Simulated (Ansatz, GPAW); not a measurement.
# 2H-WOS monolayer in an electric field, part 2 of 2

How does 2H-WOS monolayer screen a perpendicular field?

GPAW 26.7.0 and Ansatz 0.2.0; Ansatz plane waves; layer without images along its normal, relaxation of atoms and in-plane cell (the session's first sound run).

So far, dipole along the normal (e·Å): step 3 (the slab's potential) -0.0701.

### Step 4. Field on

Level of this step: GPAW, PAW setups; slab in vacuum (GPAW).

A uniform field along the normal polarises the slab; the atoms stay fixed, so this is the electronic response alone.

Input file run.py:

```python
import json
import numpy as np
from ase import Atoms
from gpaw import GPAW, PW
from gpaw.external import ConstantElectricField

slab = Atoms(
    ['S', 'W', 'O'],
    positions=[
        [-0.00000, 1.73517, 7.00000],
        [-0.00000, 0.00000, 8.63475],
        [-0.00000, 1.73517, 9.80046]],
    cell=[[3.00541, 0.0, -0.0], [-1.5027, 2.60276, -0.0], [-0.0, -0.0, 16.8005]],
    pbc=[True, True, False])

slab.calc = GPAW(mode=PW(500), xc='PBE', kpts={'size': (12, 12, 1), 'gamma': True},
                 occupations={'name': 'fermi-dirac', 'width': 0.05}, nbands='140%',
                 convergence={'density': 1e-05}, maxiter=200,
                 poissonsolver={'dipolelayer': 'xy'},
                 external=ConstantElectricField(-0.2, [0, 0, 1]),
                 symmetry={'tolerance': 1e-3}, txt='slab.txt')
result = {}
energy = slab.get_potential_energy()
fermi = slab.calc.get_fermi_level()
v = slab.calc.get_electrostatic_potential().mean((0, 1)) - fermi
n = slab.calc.get_pseudo_density().mean((0, 1))
L = slab.cell[2, 2]
z = np.arange(len(v)) * L / len(v)
low, high = slab.positions[:, 2].min(), slab.positions[:, 2].max()
below, above = np.interp([low - 4.8, high + 4.8], z, v)
slopes = [np.interp(x, z, np.gradient(v, z)) for x in (low - 4.8, high + 4.8)]
eps = np.array([[slab.calc.get_eigenvalues(k, s) for k in range(len(slab.calc.get_ibz_k_points()))]
                for s in range(slab.calc.get_number_of_spins())]) - fermi
top, bottom = eps[eps < 0].max(), eps[eps > 0].min()
dipole = slab.get_dipole_moment()[2]
print(f'energy {energy:.4f} eV, Fermi level {fermi:.4f} eV, dipole {dipole:.5f} e A')
print(f'potential 4.8 A off the faces, from the Fermi level: lower {below:.4f} eV, upper {above:.4f} eV')
print(f'slope of the potential there: lower {slopes[0]:.5f}, upper {slopes[1]:.5f} eV/A')
print(f'nearest levels on the mesh: {top:.4f} and {bottom:.4f} eV')
print('magnetic moment', round(slab.get_magnetic_moment(), 3))
result.update(energy=energy, fermi=fermi, dipole=dipole, below=below, above=above, slopes=slopes, edges=[top, bottom],
              z=z.tolist(), v=v.tolist(), n=n.tolist(), positions=slab.positions.tolist(),
              forces=slab.get_forces(apply_constraint=False).tolist(), moments=slab.get_magnetic_moments().tolist())
json.dump(result, open('result.json', 'w'))
```

Command:

```bash
> OMP_NUM_THREADS=1 OPENBLAS_NUM_THREADS=1 python run.py
```

What it wrote:

```text
energy -24.3198 eV, Fermi level -0.0574 eV, dipole -0.10731 e A
potential 4.8 A off the faces, from the Fermi level: lower 3.5738 eV, upper 6.0552 eV
slope of the potential there: lower -0.00026, upper 0.00074 eV/A
nearest levels on the mesh: -0.7630 and 0.7829 eV
magnetic moment 0.0
```

Elapsed: 90 s, on 1 thread of Intel Xeon Platinum 8259CL at 2.50GHz (Skylake/Cascade Lake), shared host; peak memory 0.32 GiB.

This step gave:

```
dipole along the normal                                         : -0.1073 e·Å
levels nearest the Fermi level on the mesh                      : -0.7630, 0.7829 eV from the Fermi level
potential below the slab, the applied field's own ramp left out : 3.574 eV from the Fermi level
potential above the slab, the applied field's own ramp left out : 6.055 eV from the Fermi level
```

Table of electrostatic potential energy of an electron (without an applied field's), less the Fermi level, planar mean by z:

| z (Å) | electrostatic potential energy of an electron (without an applied field's), less the Fermi level, planar mean (eV) |
| --- | --- |
| 0 | 4.81 |
| 1 | 3.57 |
| 2 | 3.57 |
| 3 | 3.57 |
| 4 | 3.57 |
| 5 | 3.48 |
| 6 | 1.20 |
| 7 | -23.3 |
| 8 | -11.8 |
| 9 | -20.2 |
| 10 | -6.69 |
| 11 | 5.73 |
| 12 | 6.04 |
| 13 | 6.05 |
| 14 | 6.05 |
| 15 | 6.06 |
| 16 | 6.06 |

Force by atom:

| atom | x (eV/Å) | y (eV/Å) | z (eV/Å) | size |
| --- | --- | --- | --- | --- |
| S1 | 0.0001 | 0.0000 | -0.0377 | 0.0377 |
| W2 | -0.0003 | 0.0001 | -0.0330 | 0.0330 |
| O3 | -0.0006 | 0.0004 | 0.0858 | 0.0858 |

The dipole is now -0.107 e Å, against -0.070 in the run without a field.

### Step 5. Field on

Edit run.py of step 4 so:

```diff
@@ -19,3 +19,3 @@
                  poissonsolver={'dipolelayer': 'xy'},
-                 external=ConstantElectricField(-0.2, [0, 0, 1]),
+                 external=ConstantElectricField(-0.1, [0, 0, 1]),
                  symmetry={'tolerance': 1e-3}, txt='slab.txt')
```

What it wrote:

```text
energy -24.3100 eV, Fermi level -0.0728 eV, dipole -0.08880 e A
potential 4.8 A off the faces, from the Fermi level: lower 3.8101 eV, upper 5.8633 eV
slope of the potential there: lower -0.00026, upper 0.00074 eV/A
nearest levels on the mesh: -0.7611 and 0.7808 eV
magnetic moment 0.0
```

Elapsed: 90 s, on 1 thread; peak memory 0.32 GiB.

This step gave:

```yaml
dipole_along_the_normal: -0.08880 e·Å
levels_nearest_the_fermi_level_on_the_mesh: -0.7611, 0.7808 eV from the Fermi level
potential_below_the_slab_the_applied_field_s_own_ramp_left_out: 3.810 eV from the Fermi level
potential_above_the_slab_the_applied_field_s_own_ramp_left_out: 5.863 eV from the Fermi level
```

The electrostatic potential energy of an electron (without an applied field's), less the Fermi level, planar mean by z:

| z (Å) | electrostatic potential energy of an electron (without an applied field's), less the Fermi level, planar mean (eV) |
| --- | --- |
| 0.0 | 4.84 |
| 0.5 | 3.81 |
| 1.0 | 3.81 |
| 1.5 | 3.81 |
| 2.0 | 3.81 |
| 2.5 | 3.81 |
| 3.0 | 3.81 |
| 3.5 | 3.81 |
| 4.0 | 3.81 |
| 4.5 | 3.79 |
| 5.0 | 3.71 |
| 5.5 | 3.33 |
| 6.0 | 1.41 |
| 6.5 | -7.20 |
| 7.0 | -23.2 |
| 7.5 | -9.97 |
| 8.0 | -11.8 |
| 8.5 | -26.9 |
| 9.0 | -20.3 |
| 9.5 | -10.6 |
| 10.0 | -6.84 |
| 10.5 | 3.79 |
| 11.0 | 5.54 |
| 11.5 | 5.81 |
| 12.0 | 5.85 |
| 12.5 | 5.86 |
| 13.0 | 5.86 |
| 13.5 | 5.86 |
| 14.0 | 5.86 |
| 14.5 | 5.86 |
| 15.0 | 5.86 |
| 15.5 | 5.86 |
| 16.0 | 5.86 |
| 16.5 | 5.65 |

Force by atom:

| atom | x (eV/Å) | y (eV/Å) | z (eV/Å) | size |
| --- | --- | --- | --- | --- |
| S1 | 0.0001 | 0.0000 | -0.0356 | 0.0356 |
| W2 | -0.0003 | 0.0001 | -0.0125 | 0.0125 |
| O3 | -0.0006 | 0.0004 | 0.0624 | 0.0624 |

The dipole is now -0.0888 e Å, against -0.070 in the run without a field.

### Step 6. Field on

Edit run.py of step 5 so:

```diff
@@ -19,3 +19,3 @@
                  poissonsolver={'dipolelayer': 'xy'},
-                 external=ConstantElectricField(-0.1, [0, 0, 1]),
+                 external=ConstantElectricField(-0.05, [0, 0, 1]),
                  symmetry={'tolerance': 1e-3}, txt='slab.txt')
```

What it wrote:

```text
energy -24.3058 eV, Fermi level -0.0817 eV, dipole -0.07954 e A
potential 4.8 A off the faces, from the Fermi level: lower 3.9298 eV, upper 5.7686 eV
slope of the potential there: lower -0.00027, upper 0.00074 eV/A
nearest levels on the mesh: -0.7591 and 0.7809 eV
magnetic moment 0.0
```

Wall time 90 s (1 thread); peak memory 0.33 GiB.

Table of electrostatic potential energy of an electron (without an applied field's), less the Fermi level, planar mean by z:

| z (Å) | electrostatic potential energy of an electron (without an applied field's), less the Fermi level, planar mean (eV) |
| --- | --- |
| 0 | 4.85 |
| 1 | 3.93 |
| 2 | 3.93 |
| 3 | 3.93 |
| 4 | 3.92 |
| 5 | 3.83 |
| 6 | 1.51 |
| 7 | -23.1 |
| 8 | -11.7 |
| 9 | -20.3 |
| 10 | -6.91 |
| 11 | 5.45 |
| 12 | 5.76 |
| 13 | 5.77 |
| 14 | 5.77 |
| 15 | 5.77 |
| 16 | 5.77 |

### Step 7. In a field

Edit run.py of step 6 so:

```diff
@@ -19,3 +19,3 @@
                  poissonsolver={'dipolelayer': 'xy'},
-                 external=ConstantElectricField(-0.05, [0, 0, 1]),
+                 external=ConstantElectricField(0.05, [0, 0, 1]),
                  symmetry={'tolerance': 1e-3}, txt='slab.txt')
```

What it wrote:

```text
energy -24.2988 eV, Fermi level -0.0978 eV, dipole -0.06099 e A
potential 4.8 A off the faces, from the Fermi level: lower 4.1676 eV, upper 5.5774 eV
slope of the potential there: lower -0.00028, upper 0.00074 eV/A
nearest levels on the mesh: -0.7574 and 0.7787 eV
magnetic moment 0.0
```

Elapsed: 95 s, on 1 thread; peak memory 0.33 GiB.

### Step 8. Field on

Edit run.py of step 7 so:

```diff
@@ -19,3 +19,3 @@
                  poissonsolver={'dipolelayer': 'xy'},
-                 external=ConstantElectricField(0.05, [0, 0, 1]),
+                 external=ConstantElectricField(0.1, [0, 0, 1]),
                  symmetry={'tolerance': 1e-3}, txt='slab.txt')
```

What it wrote:

```text
energy -24.2960 eV, Fermi level -0.1065 eV, dipole -0.05171 e A
potential 4.8 A off the faces, from the Fermi level: lower 4.2873 eV, upper 5.4824 eV
slope of the potential there: lower -0.00029, upper 0.00075 eV/A
nearest levels on the mesh: -0.7562 and 0.7779 eV
magnetic moment 0.0
```

It took 90 s on 1 thread; peak memory 0.33 GiB.

The dipole is now -0.0517 e Å, against -0.070 in the run without a field.

### Step 9. In a field

Edit run.py of step 8 so:

```diff
@@ -19,3 +19,3 @@
                  poissonsolver={'dipolelayer': 'xy'},
-                 external=ConstantElectricField(0.1, [0, 0, 1]),
+                 external=ConstantElectricField(0.2, [0, 0, 1]),
                  symmetry={'tolerance': 1e-3}, txt='slab.txt')
```

What it wrote:

```text
energy -24.2917 eV, Fermi level -0.1242 eV, dipole -0.03312 e A
potential 4.8 A off the faces, from the Fermi level: lower 4.5277 eV, upper 5.2929 eV
slope of the potential there: lower -0.00032, upper 0.00075 eV/A
nearest levels on the mesh: -0.7539 and 0.7765 eV
magnetic moment 0.0
```

Run time: 89 s. Hardware: 1 thread; peak memory 0.33 GiB.

Table of electrostatic potential energy of an electron (without an applied field's), less the Fermi level, planar mean by z:

| z (Å) | electrostatic potential energy of an electron (without an applied field's), less the Fermi level, planar mean (eV) |
| --- | --- |
| 0.0 | 4.91 |
| 0.5 | 4.53 |
| 1.0 | 4.53 |
| 1.5 | 4.53 |
| 2.0 | 4.53 |
| 2.5 | 4.53 |
| 3.0 | 4.53 |
| 3.5 | 4.53 |
| 4.0 | 4.52 |
| 4.5 | 4.50 |
| 5.0 | 4.41 |
| 5.5 | 4.01 |
| 6.0 | 2.03 |
| 6.5 | -6.67 |
| 7.0 | -22.8 |
| 7.5 | -9.72 |
| 8.0 | -11.7 |
| 8.5 | -27.0 |
| 9.0 | -20.5 |
| 9.5 | -10.9 |
| 10.0 | -7.27 |
| 10.5 | 3.27 |
| 11.0 | 4.99 |
| 11.5 | 5.24 |
| 12.0 | 5.28 |
| 12.5 | 5.29 |
| 13.0 | 5.29 |
| 13.5 | 5.29 |
| 14.0 | 5.29 |
| 14.5 | 5.29 |
| 15.0 | 5.29 |
| 15.5 | 5.29 |
| 16.0 | 5.29 |
| 16.5 | 5.21 |

The dipole is now -0.0331 e Å, against -0.070 in the run without a field.

### Step 10. Field on

Edit run.py of step 9 so:

```diff
@@ -19,3 +19,3 @@
                  poissonsolver={'dipolelayer': 'xy'},
-                 external=ConstantElectricField(0.2, [0, 0, 1]),
+                 external=ConstantElectricField(0.3, [0, 0, 1]),
                  symmetry={'tolerance': 1e-3}, txt='slab.txt')
```

What it wrote:

```text
energy -24.2894 eV, Fermi level -0.1424 eV, dipole -0.01450 e A
potential 4.8 A off the faces, from the Fermi level: lower 4.7693 eV, upper 5.1037 eV
slope of the potential there: lower -0.00035, upper 0.00075 eV/A
nearest levels on the mesh: -0.7519 and 0.7748 eV
magnetic moment 0.0
```

It took 88 s on 1 thread; peak memory 0.33 GiB.

Electrostatic potential energy of an electron (without an applied field's), less the Fermi level, planar mean against z:

| z (Å) | electrostatic potential energy of an electron (without an applied field's), less the Fermi level, planar mean (eV) |
| --- | --- |
| 0 | 4.94 |
| 1 | 4.77 |
| 2 | 4.77 |
| 3 | 4.77 |
| 4 | 4.76 |
| 5 | 4.65 |
| 6 | 2.24 |
| 7 | -22.6 |
| 8 | -11.6 |
| 9 | -20.5 |
| 10 | -7.41 |
| 11 | 4.81 |
| 12 | 5.09 |
| 13 | 5.10 |
| 14 | 5.10 |
| 15 | 5.10 |
| 16 | 5.10 |

The dipole is now -0.0145 e Å, against -0.070 in the run without a field.

### Step 11. The series

The members are put on one axis.

This step: induced dipole against applied field (GPAW 26.7.0).

Table of dipole along the normal by field:

| field (V/Å) | dipole along the normal (e·Å) |
| --- | --- |
| -0.200 | -0.107 |
| -0.100 | -0.0888 |
| -0.050 | -0.0795 |
| 0.000 | -0.0701 |
| 0.050 | -0.0610 |
| 0.100 | -0.0517 |
| 0.200 | -0.0331 |
| 0.300 | -0.0145 |

### Step 12. Outcome

| Property | Result |
| --- | --- |
| work function, upper and lower face (Fermi level placed in the gap by the smearing) | 5.673 and 4.048 eV |
| ionisation energy from the upper face (highest filled level on the mesh) | 6.43 eV |
| electron affinity from the upper face (lowest empty Kohn-Sham level on the mesh) | 4.89 eV |
| dipole along the normal | -0.0701 e Å |
| induced dipole per field | 0.186 e Å per V/Å |
| out-of-plane polarisability per area, α/(ε0 A) | 4.29 Å |

In words: The field induces 0.186 e Å per V/Å, a polarisable thickness α/(ε0 A) of 4.29 Å beside 2.80 Å between the outermost nuclei. A perfect conductor would give the distance between its two image planes; a dielectric of thickness t gives t(1 - 1/ε). The two faces differ by 1.6 eV, the step that the slab's dipole makes (e p/(ε0 A) gives 1.6 eV), so the dipole layer is needed. The levels nearest the Fermi level on the mesh lie 1.54 eV apart, so the slab is gapped there: the smearing puts the Fermi level inside the gap, and from either face the ionisation energy is the work function plus 0.76 eV. Both are Kohn-Sham levels on the mesh, and semilocal gaps are too small, so the affinity tends to come out too large and the ionisation energy too small. The induced dipole is linear in the field over this range. With elements this heavy, spin-orbit coupling can move band edges by tenths of an eV. The layer's cell and atoms come from the relaxation; spin-orbit coupling and temperature are left out.

[Logs are printed without paths, hosts, clocks, repeated set-up lines and the standing remarks that a program may print on its own settings, such as how far it seeks lower states.]

[Hosts, paths, dates, database ids (printed as entryN), source tags and the programs' standing remarks are cut or masked in the printed files.]
